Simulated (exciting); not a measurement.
The O K edge of atom 3 in BaSO4, space group F-43m, with 1 S at 1.49 Å (terminal, site symmetry 3m), was computed at 2 levels: exchange and screened direct term (singlet BSE) and independent particles. Common settings: exciting, all-electron LAPW+lo, LDA, 3×3×3 shifted k points, 47 conduction bands, |G+q| up to 3 bohr⁻¹, full RPA screening with nempty = 77, Lorentzian half width 0.45 eV.

Energy from the Kohn–Sham onset, core level to the lowest empty state found on the meshes used; all runs on one relative scale:

```
E (eV)  run 1  run 2
  -4.5   0.01   0.05
  -4.0   0.01   0.06
  -3.5   0.02   0.08
  -3.0   0.02   0.12
  -2.5   0.02   0.17
  -2.0   0.02   0.29
  -1.5   0.03   0.62
  -1.0   0.04   1.27
  -0.5   0.05   1.61
   0.0   0.07   1.91
   0.5   0.13   2.07
   1.0   0.21   1.95
   1.5   0.17   1.28
   2.0   0.24   0.94
   2.5   0.39   0.56
   3.0   0.46   0.43
   3.5   0.52   0.43
   4.0   0.67   0.38
   4.5   1.14   0.28
   5.0   1.62   0.22
   5.5   1.65   0.21
   6.0   1.69   0.22
   6.5   0.96   0.27
   7.0   0.54   0.29
   7.5   0.44   0.27
   8.0   0.44   0.33
   8.5   0.39   0.56
   9.0   0.30   0.54
   9.5   0.23   0.44
  10.0   0.24   0.42
  10.5   0.32   0.40
  11.0   0.48   0.36
  11.5   0.63   0.33
  12.0   0.64   0.30
  12.5   0.64   0.27
  13.0   0.63   0.22
  13.5   0.58   0.23
  14.0   0.46   0.26
  14.5   0.38   0.30
  15.0   0.37   0.28
  15.5   0.39   0.28
  16.0   0.41   0.29
  16.5   0.39   0.28
  17.0   0.39   0.23
  17.5   0.47   0.22
  18.0   0.44   0.20
  18.5   0.43   0.19
  19.0   0.40   0.16
  19.5   0.37   0.16
```

Question: Which run is which, and why?

Run 1: independent particles; highest local maximum in the window at 5.9 eV. Run 2: exchange and screened direct term (singlet BSE); highest local maximum in the window at 0.7 eV. The attractive direct term pulls weight down: the curves pass 0.34 at 2.3 and -1.9 eV in the order of the runs. Fine structure above the first lines is partly noise of the 27-point mesh.

[Banner, clock and machine lines of the logs are left out without a mark of their own.]

[Logs are printed without paths, hosts, clocks, repeated set-up lines and the standing remarks that a program may print on its own settings, such as how far it seeks lower states.]

[Hosts, paths, dates, database ids (printed as entryN), source tags and the programs' standing remarks are cut or masked in the printed files.]
